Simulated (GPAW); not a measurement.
# Screening of a field by NbSi2P4 monolayer, part 2 of 2

How does NbSi2P4 monolayer screen a perpendicular field?

GPAW 26.7.0; GPAW, PAW setups; layer in a repeated cell with vacuum, relaxation of atoms and in-plane cell (the session's first sound run).

So far. Step 8 (In a field): The dipole is now 0.0686 e Å, against 9.2e-5 in the run without a field.

## Step 9: Field on

Level of this step: GPAW, PAW setups; slab in vacuum (GPAW).

run.py

```python
import json
import numpy as np
from ase import Atoms
from gpaw import GPAW, PW
from gpaw.external import ConstantElectricField

slab = Atoms(
    ['P', 'Si', 'P', 'Nb', 'P', 'Si', 'P'],
    positions=[
        [0.00000, -0.00000, 9.00000],
        [0.00000, 2.03793, 10.00908],
        [0.00000, 2.03793, 12.27409],
        [0.00000, -0.00000, 13.75855],
        [-0.00000, 2.03793, 15.24301],
        [0.00000, 2.03793, 17.50803],
        [-0.00000, -0.00000, 18.51711]],
    cell=[[3.52979, -0.0, 0.0], [-1.7649, 3.05689, 0.0], [0.0, 0.0, 27.5171]],
    pbc=[True, True, False],
    magmoms=[0.0, 0.0, 0.0, 1.0, 0.0, 0.0, 0.0])

slab.calc = GPAW(mode=PW(400), xc='PBE', kpts={'size': (9, 9, 1), 'gamma': True},
                 occupations={'name': 'fermi-dirac', 'width': 0.05}, nbands='200%',
                 convergence={'density': 1e-05}, maxiter=200,
                 poissonsolver={'dipolelayer': 'xy'},
                 external=ConstantElectricField(0.2, [0, 0, 1]),
                 symmetry={'tolerance': 1e-3}, txt='slab.txt')
result = {}
energy = slab.get_potential_energy()
fermi = slab.calc.get_fermi_level()
v = slab.calc.get_electrostatic_potential().mean((0, 1)) - fermi
n = slab.calc.get_pseudo_density().mean((0, 1))
L = slab.cell[2, 2]
z = np.arange(len(v)) * L / len(v)
low, high = slab.positions[:, 2].min(), slab.positions[:, 2].max()
below, above = np.interp([low - 6.8, high + 6.8], z, v)
slopes = [np.interp(x, z, np.gradient(v, z)) for x in (low - 6.8, high + 6.8)]
eps = np.array([[slab.calc.get_eigenvalues(k, s) for k in range(len(slab.calc.get_ibz_k_points()))]
                for s in range(slab.calc.get_number_of_spins())]) - fermi
top, bottom = eps[eps < 0].max(), eps[eps > 0].min()
dipole = slab.get_dipole_moment()[2]
print(f'energy {energy:.4f} eV, Fermi level {fermi:.4f} eV, dipole {dipole:.5f} e A')
print(f'potential 6.8 A off the faces, from the Fermi level: lower {below:.4f} eV, upper {above:.4f} eV')
print(f'slope of the potential there: lower {slopes[0]:.5f}, upper {slopes[1]:.5f} eV/A')
print(f'nearest levels on the mesh: {top:.4f} and {bottom:.4f} eV')
print('magnetic moment', round(slab.get_magnetic_moment(), 3))
result.update(energy=energy, fermi=fermi, dipole=dipole, below=below, above=above, slopes=slopes, edges=[top, bottom],
              z=z.tolist(), v=v.tolist(), n=n.tolist(), positions=slab.positions.tolist(),
              forces=slab.get_forces(apply_constraint=False).tolist(), moments=slab.get_magnetic_moments().tolist())
json.dump(result, open('result.json', 'w'))
```

Run with:

```
> OMP_NUM_THREADS=1 OPENBLAS_NUM_THREADS=1 python run.py
```

The log of the run:

```text
energy -44.8846 eV, Fermi level -0.1977 eV, dipole 0.13721 e A
potential 6.8 A off the faces, from the Fermi level: lower 6.6237 eV, upper 4.3228 eV
slope of the potential there: lower 0.00004, upper -0.00004 eV/A
nearest levels on the mesh: -0.0791 and 0.0008 eV
magnetic moment -0.0
```

It took 9.4 min on 1 thread of Intel Xeon Platinum 8559C (Emerald Rapids), shared host; peak memory 0.63 GiB.

The dipole is now 0.137 e Å, against 9.2e-5 in the run without a field.

## Step 10: Field on

run.py, as its differences from that of step 9:

```diff
@@ -24,3 +24,3 @@
                  poissonsolver={'dipolelayer': 'xy'},
-                 external=ConstantElectricField(0.2, [0, 0, 1]),
+                 external=ConstantElectricField(0.3, [0, 0, 1]),
                  symmetry={'tolerance': 1e-3}, txt='slab.txt')
```

The log of the run:

```text
energy -44.9018 eV, Fermi level -0.1993 eV, dipole 0.20586 e A
potential 6.8 A off the faces, from the Fermi level: lower 7.2025 eV, upper 3.7502 eV
slope of the potential there: lower 0.00004, upper -0.00004 eV/A
nearest levels on the mesh: -0.0791 and 0.0007 eV
magnetic moment 0.0
```

It took 8.7 min on 1 thread; peak memory 0.63 GiB.

The electrostatic potential energy of an electron (without an applied field's), less the Fermi level, planar mean oscillates, so the rows of the table below give means over windows of 1.72 Å about each position, cut where the curve ends. Its maxima inside the range that stand out by 2 % of the span (Å: eV): 4.0: 7.20, 9.6: -9.64, 11.2: 2.79, 12.9: -5.20, 14.6: -5.70, 16.3: 1.29, 18.0: -12.0. Its minima: 9.0: -12.8, 10.0: -11.2, 12.3: -11.4, 13.8: -17.6, 15.3: -12.3, 17.6: -13.4, 18.5: -15.5.

Table of electrostatic potential energy of an electron (without an applied field's), less the Fermi level, planar mean by z; means over each step:

z (Å), electrostatic potential energy of an electron (without an applied field's), less the Fermi level, planar mean (eV) and a bar from the least value:
```
     0.86        7.0 ##############################
     2.58        7.2 ##############################
     4.30        7.2 ##############################
     6.02        7.2 ##############################
     7.74        4.5 ##########################
     9.46      -10.3 ####
    11.18       -0.8 ##################
    12.90       -9.9 ####
    14.62      -10.4 ###
    16.34       -2.3 ################
    18.06      -12.7 
    19.78        1.3 #####################
    21.50        3.7 #########################
    23.22        3.8 #########################
    24.94        3.8 #########################
    26.66        3.9 #########################
```

The dipole is now 0.206 e Å, against 9.2e-5 in the run without a field.

## Step 11: The series

The members are put on one axis.

This step: induced dipole against applied field (GPAW 26.7.0).

The dipole along the normal by field:

```csv
field (V/Å),dipole along the normal (e·Å)
-0.200,-0.137
-0.100,-0.0686
-0.050,-0.0343
0.000,9.2e-5
0.050,0.0343
0.100,0.0686
0.200,0.137
0.300,0.206
```

## Step 12: A changed run

One more run, with changed settings.

This step: GPAW, PAW setups; slab in vacuum (GPAW 26.7.0).

run.py, as its differences from that of step 10:

```diff
@@ -4,3 +4,2 @@
 from gpaw import GPAW, PW
-from gpaw.external import ConstantElectricField
 
@@ -22,5 +21,4 @@
                  occupations={'name': 'fermi-dirac', 'width': 0.05}, nbands='200%',
-                 convergence={'density': 1e-05}, maxiter=200,
+                 convergence={'density': 1e-05}, maxiter=3,
                  poissonsolver={'dipolelayer': 'xy'},
-                 external=ConstantElectricField(0.3, [0, 0, 1]),
                  symmetry={'tolerance': 1e-3}, txt='slab.txt')
```

The log of the run:

```text
gpaw.KohnShamConvergenceError
```

Run time: 31 s. Hardware: 1 thread; peak memory 0.35 GiB.

No converged result was reached; the numbers in the log don't describe the system.

The fault put into the input: too few SCF iterations (maxiter = 3).

## Step 13: What came out

```yaml
work_function_both_faces: 5.47 eV
dipole_along_the_normal: 9.2e-5 e Å, near the numerical noise
induced_dipole_per_field: 0.686 e Å per V/Å
out_of_plane_polarisability_per_area_alpha_eps_0_a: 11.5 Å
```

In words: The field induces 0.686 e Å per V/Å, a polarisable thickness α/(ε0 A) of 11.5 Å beside 9.52 Å between the outermost nuclei. A perfect conductor would give the distance between its two image planes; a dielectric of thickness t gives t(1 - 1/ε). The induced dipole is linear in the field over this range. One magnetic start was tried; another order may lie lower. The layer's cell and atoms come from the relaxation; spin-orbit coupling and temperature are left out.

[Logs are printed without paths, hosts, clocks, repeated set-up lines and the standing remarks that a program may print on its own settings, such as how far it seeks lower states.]

[Hosts, paths, dates, database ids (printed as entryN), source tags and the programs' standing remarks are cut or masked in the printed files.]
